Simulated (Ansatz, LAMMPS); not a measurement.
# Elastic response of amorphous 29Ga2O3-71GeO2 (mol %) (86 atoms), part 2 of 4

Aim: relax amorphous 29Ga2O3-71GeO2 (mol %) (86 atoms), then change its volume and shape to read moduli from the stress.

Ansatz 0.2.0; Kohn-Sham DFT, PBE, PAW (set soft_2), plane waves.

The cell: 14 Ga, 17 Ge and 55 O. The quench rate of 100 K/ps is many orders above laboratory rates. The network of bonds at the start is that of the classical potential that made the cell. The Brillouin zone is sampled at Γ only.

So far. Step 2 (Single point at the start): The r.m.s. force at the start is 0.92 eV/Å.

**3. Cell and atoms relaxed**

Cell and atoms are freed together, to release stress as well as forces.

File input.yaml:

```yaml
crystal:
  lattice:
    - [10.94387, 0.0, 0.0]
    - [0.0, 10.94387, 0.0]
    - [0.0, 0.0, 10.94387]
  atoms:
    [... the 86 atom lines of step 2 ...]
kpoints:
  mp_grid: { grid: [1, 1, 1] }
hamiltonian:
  xc: pbe
scf:
  occupations: { method: fermi_dirac, width: 0.025 }
output:
  forces: true
relax:
  f_tol: 0.05
  max_steps: 150
  cell: {}
```

Command:

```console
$ ansatz run input.yaml --threads 4 --pin off --max-ram 8192MiB --backend cpu --events-out ev --progress --plain --runs-dir out
```

The log of the run:

```text
[...]
Crystal: 86 atoms, lattice volume = 1310.729 Å³
Basis set: ecut = 420 eV, 25677 PW (Γ), exchange–correlation on 150×150×150 points (8 copies of the dense FFT grid, shifted against one another)
Bands: 461, of which v1, the nominal top of the filled ones, is band 375 counted from 1 (374 counted from 0)
Symmetry: 1 space group operations
[...]
k-points: 1
[...]
SCF iter   1: F=—  HF=-157175.099674 eV  |F-HF|=—  |Δ(HF+E_count)|=         —  Δρ=2.97e-3  dr2=1.03e-1  ethr=1.77e-3  ⟨swp⟩=6.0  Hψ=1795  notcnv=0  defer=49
[...]
SCF iter   9: F=-157175.091906 eV  HF=-157175.091906 eV  |F-HF|=1.60e-9  |Δ(HF+E_count)|=   7.26e-8  Δρ=2.09e-6  dr2=4.55e-8  ethr=1.33e-11  ⟨swp⟩=4.0  Hψ=1358  notcnv=0
SCF 1 converged in 9 iterations: F = -157175.091906 eV  dr2 = 4.55e-8
[...]
relax step   1: F+E_penalty+E_count = -157175.09190626 eV  Δ(F+E_penalty+E_count) = +0.000e0 eV  max|allowed force component| = 2.506e0 eV/Å  Δτ_max = 0.0000 Å  P = -1.410 GPa  Ω = 1310.729 Å³  (9 SCF iters, dr2 threshold 1.00e-7 eV, accepted)
[... from here on, the SCF cycles and remarks between the steps are left out ...]
relax step   2: F+E_penalty+E_count = -157180.38393221 eV  Δ(F+E_penalty+E_count) = -5.292e0 eV  max|allowed force component| = 1.511e0 eV/Å  Δτ_max = 0.1781 Å  P = -0.234 GPa  Ω = 1266.318 Å³  energy of the carried Pulay correction = +1.498e-1 eV  (8 SCF iters, dr2 threshold 8.60e-6 eV, accepted)
relax step   3: F+E_penalty+E_count = -157182.55025339 eV  Δ(F+E_penalty+E_count) = -2.166e0 eV  max|allowed force component| = 8.171e-1 eV/Å  Δτ_max = 0.1942 Å  P = +0.464 GPa  Ω = 1233.121 Å³  energy of the carried Pulay correction = +2.652e-1 eV  (8 SCF iters, dr2 threshold 8.60e-6 eV, accepted)
relax step   4: F+E_penalty+E_count = -157183.24069364 eV  Δ(F+E_penalty+E_count) = -6.904e-1 eV  max|allowed force component| = 3.055e-1 eV/Å  Δτ_max = 0.2000 Å  P = +0.045 GPa  Ω = 1228.597 Å³  energy of the carried Pulay correction = +2.811e-1 eV  (8 SCF iters, dr2 threshold 8.60e-6 eV, accepted)
relax step   5: F+E_penalty+E_count = -157183.58938284 eV  Δ(F+E_penalty+E_count) = -3.487e-1 eV  max|allowed force component| = 4.665e-1 eV/Å  Δτ_max = 0.2000 Å  P = -0.102 GPa  Ω = 1219.804 Å³  energy of the carried Pulay correction = +3.123e-1 eV  (8 SCF iters, dr2 threshold 5.83e-6 eV, accepted)
relax step   6: F+E_penalty+E_count = -157183.76382060 eV  Δ(F+E_penalty+E_count) = -1.744e-1 eV  max|allowed force component| = 1.579e-1 eV/Å  Δτ_max = 0.2000 Å  P = -0.008 GPa  Ω = 1211.387 Å³  energy of the carried Pulay correction = +3.423e-1 eV  (8 SCF iters, dr2 threshold 8.60e-6 eV, accepted)
relax step   7: F+E_penalty+E_count = -157183.84600780 eV  Δ(F+E_penalty+E_count) = -8.219e-2 eV  max|allowed force component| = 2.154e-1 eV/Å  Δτ_max = 0.1952 Å  P = -0.110 GPa  Ω = 1204.992 Å³  energy of the carried Pulay correction = +3.653e-1 eV  (9 SCF iters, dr2 threshold 1.56e-6 eV, accepted)
relax step   8: F+E_penalty+E_count = -157183.59303695 eV  Δ(F+E_penalty+E_count) = +2.530e-1 eV  max|allowed force component| = 8.812e-1 eV/Å  Δτ_max = 0.2000 Å  P = +0.313 GPa  Ω = 1200.813 Å³  energy of the carried Pulay correction = +3.804e-1 eV  (9 SCF iters, dr2 threshold 2.90e-6 eV, rejected (line search))
relax step   9: F+E_penalty+E_count = -157183.93024047 eV  Δ(F+E_penalty+E_count) = -8.423e-2 eV  max|allowed force component| = 1.132e-1 eV/Å  Δτ_max = 0.1000 Å  P = -0.041 GPa  Ω = 1203.790 Å³  energy of the carried Pulay correction = +3.696e-1 eV  (14 SCF iters, accepted)
relax step  10: F+E_penalty+E_count = -157183.96380995 eV  Δ(F+E_penalty+E_count) = -3.357e-2 eV  max|allowed force component| = 8.301e-2 eV/Å  Δτ_max = 0.1000 Å  P = +0.038 GPa  Ω = 1202.075 Å³  energy of the carried Pulay correction = +3.758e-1 eV  (8 SCF iters, dr2 threshold 8.01e-7 eV, accepted)
relax step  11: F+E_penalty+E_count = -157183.98247287 eV  Δ(F+E_penalty+E_count) = -1.866e-2 eV  max|allowed force component| = 1.699e-1 eV/Å  Δτ_max = 0.1490 Å  P = -0.027 GPa  Ω = 1201.862 Å³  energy of the carried Pulay correction = +3.766e-1 eV  (9 SCF iters, dr2 threshold 4.31e-7 eV, accepted)
relax step  12: F+E_penalty+E_count = -157183.99595355 eV  Δ(F+E_penalty+E_count) = -1.348e-2 eV  max|allowed force component| = 1.402e-1 eV/Å  Δτ_max = 0.0329 Å  P = +0.079 GPa  Ω = 1202.304 Å³  energy of the carried Pulay correction = +3.750e-1 eV  (7 SCF iters, dr2 threshold 1.80e-6 eV, accepted)
relax step  13: F+E_penalty+E_count = -157183.98240557 eV  Δ(F+E_penalty+E_count) = +1.355e-2 eV  max|allowed force component| = 3.510e-1 eV/Å  Δτ_max = 0.2000 Å  P = -0.013 GPa  Ω = 1204.584 Å³  energy of the carried Pulay correction = +3.668e-1 eV  (9 SCF iters, dr2 threshold 1.23e-6 eV, rejected (line search))
relax step  14: F+E_penalty+E_count = -157183.99449498 eV  Δ(F+E_penalty+E_count) = +1.459e-3 eV  max|allowed force component| = 3.170e-1 eV/Å  Δτ_max = 0.0991 Å  P = -0.163 GPa  Ω = 1205.181 Å³  energy of the carried Pulay correction = +3.646e-1 eV  (13 SCF iters, accepted)
relax step  15: F+E_penalty+E_count = -157184.04405063 eV  Δ(F+E_penalty+E_count) = -4.956e-2 eV  max|allowed force component| = 1.051e-1 eV/Å  Δτ_max = 0.1000 Å  P = +0.067 GPa  Ω = 1203.813 Å³  energy of the carried Pulay correction = +3.696e-1 eV  (8 SCF iters, dr2 threshold 6.28e-6 eV, accepted)
relax step  16: F+E_penalty+E_count = -157184.03973152 eV  Δ(F+E_penalty+E_count) = +4.319e-3 eV  max|allowed force component| = 8.964e-2 eV/Å  Δτ_max = 0.0552 Å  P = -0.030 GPa  Ω = 1205.707 Å³  energy of the carried Pulay correction = +3.627e-1 eV  (8 SCF iters, dr2 threshold 6.90e-7 eV, accepted)
relax step  17: F+E_penalty+E_count = -157184.05317304 eV  Δ(F+E_penalty+E_count) = -1.344e-2 eV  max|allowed force component| = 5.743e-2 eV/Å  Δτ_max = 0.0709 Å  P = +0.010 GPa  Ω = 1204.331 Å³  energy of the carried Pulay correction = +3.677e-1 eV  (8 SCF iters, dr2 threshold 5.02e-7 eV, accepted)
relax step  18: F+E_penalty+E_count = -157184.04915619 eV  Δ(F+E_penalty+E_count) = +4.017e-3 eV  max|allowed force component| = 2.459e-2 eV/Å  Δτ_max = 0.0362 Å  P = -0.012 GPa  Ω = 1205.782 Å³  energy of the carried Pulay correction = +3.625e-1 eV  (8 SCF iters, dr2 threshold 2.06e-7 eV, accepted)
relax step  19: F+E_penalty+E_count = -157183.80404503 eV  Δ(F+E_penalty+E_count) = +2.451e-1 eV  max|allowed force component| = 2.557e-2 eV/Å  Δτ_max = 0.0000 Å  P = -0.349 GPa  Ω = 1205.782 Å³  stress off target by 4.21e-1 GPa  SCF on the basis re-selected at this cell (its energy is not comparable with the rows above)  (8 SCF iters)
relax step  20: F+E_penalty+E_count = -157183.83799731 eV  Δ(F+E_penalty+E_count) = -3.395e-2 eV  max|allowed force component| = 4.310e-2 eV/Å  Δτ_max = 0.0374 Å  P = -0.042 GPa  Ω = 1198.913 Å³  energy of the carried Pulay correction = +2.530e-2 eV  (8 SCF iters, dr2 threshold 4.43e-7 eV, accepted)
relax step  21: F+E_penalty+E_count = -157183.83901011 eV  Δ(F+E_penalty+E_count) = -1.013e-3 eV  max|allowed force component| = 1.700e-2 eV/Å  Δτ_max = 0.0158 Å  P = -0.027 GPa  Ω = 1199.102 Å³  energy of the carried Pulay correction = +2.462e-2 eV  (9 SCF iters, dr2 threshold 1.04e-8 eV, accepted)
relax step  22: F+E_penalty+E_count = -157183.81671626 eV  Δ(F+E_penalty+E_count) = +2.229e-2 eV  max|allowed force component| = 1.702e-2 eV/Å  Δτ_max = 0.0000 Å  P = -0.047 GPa  Ω = 1199.102 Å³  stress off target by 5.72e-2 GPa  SCF on the basis re-selected at this cell (its energy is not comparable with the rows above)  (5 SCF iters)
relax step  23: F+E_penalty+E_count = -157183.82103605 eV  Δ(F+E_penalty+E_count) = -4.320e-3 eV  max|allowed force component| = 6.592e-3 eV/Å  Δτ_max = 0.0084 Å  P = -0.003 GPa  Ω = 1198.045 Å³  energy of the carried Pulay correction = +3.912e-3 eV  (8 SCF iters, dr2 threshold 8.17e-9 eV, accepted)
relax step  24: F+E_penalty+E_count = -157183.81727634 eV  Δ(F+E_penalty+E_count) = +3.760e-3 eV  max|allowed force component| = 6.573e-3 eV/Å  Δτ_max = 0.0000 Å  P = -0.005 GPa  Ω = 1198.045 Å³  stress off target by 9.52e-3 GPa  SCF on the basis re-selected at this cell (its energy is not comparable with the rows above)  (5 SCF iters)
[...]
SCF converged after 5 iterations
Free energy (F): -157183.817276 eV
[...]
Internal energy: -157183.817276 eV  (E = F + TS)
E sigma→0 (E₀):  -157183.817276 eV
Fermi energy:    5.406965 eV
[...]
--- Forces (eV/Å), atoms counted from 1 ---
  atom   1  Ga    -0.00106158    -0.00143547     0.00153798
  atom   2  Ga     0.00053601     0.00118646    -0.00280920
  atom   3  Ga    -0.00208929    -0.00281656    -0.00143279
  atom   4  Ga    -0.00208972    -0.00156884    -0.00077559
  atom   5  Ga    -0.00025363    -0.00126279     0.00024091
  atom   6  Ga    -0.00409176    -0.00159347     0.00034203
  atom   7  Ga     0.00127761     0.00023611    -0.00140156
  atom   8  Ga    -0.00094095     0.00079726     0.00098294
  atom   9  Ga     0.00065747     0.00008270     0.00078187
  atom  10  Ga    -0.00185098     0.00073458     0.00392948
  atom  11  Ga    -0.00204517    -0.00020645     0.00341716
  atom  12  Ga    -0.00269150    -0.00117310    -0.00338411
  atom  13  Ga     0.00150263    -0.00003876    -0.00183674
  atom  14  Ga    -0.00152750    -0.00034276    -0.00038524
[...]
atom  85  O      0.00169234     0.00199703    -0.00029275
  atom  86  O      0.00270449    -0.00121122    -0.00165488
  max |Σ_I F_I| component: 3.60e-6 eV/Å
--- Stress (GPa, compression-positive) ---
       -0.001557      -0.003304       0.000911
       -0.003304      -0.004563       0.000673
        0.000911       0.000673      -0.009108
  P = ⅓ Tr σ = -0.0051 GPa (-0.051 kbar)
--- Relaxed structure (21 steps of the walk, 19 accepted, 3 SCFs on fresh bases) ---
  F+E_penalty+E_count = -157183.81727634 eV   max|allowed force component| = 6.573e-3 eV/Å   (the final SCF, on the basis selected at the relaxed cell)
  cell:  # Å, volume = 1198.0448 Å³
    - [10.820363, -0.021531, -0.036346]
    - [-0.021531, 10.685390, 0.050685]
    - [-0.036346, 0.050685, 10.362338]
  atoms:
    - { symbol: Ga, position: [0.204670, 0.720679, 0.068524] }
    - { symbol: Ga, position: [0.525144, 0.026177, 0.281889] }
    - { symbol: Ga, position: [0.572773, 0.074354, 1.005093] }
    - { symbol: Ga, position: [0.201607, 0.243723, 0.784485] }
[...]
- { symbol: O, position: [0.493190, 0.459358, 0.012899] }
```

Wall time 4.2 min (4 threads of AMD EPYC 9R14 (Zen 4), shared host); peak memory 2 GiB.

The relaxation converged after 21 steps, with a largest force component of 0.0066 eV/Å.

[end of part 2 of 4]

[Long decimals in the printed logs are rounded to 6 places.]

[Logs are printed without paths, hosts, clocks, repeated set-up lines and the standing remarks that a program may print on its own settings, such as how far it seeks lower states.]

[Hosts, paths, dates, database ids (printed as entryN), source tags and the programs' standing remarks are cut or masked in the printed files.]
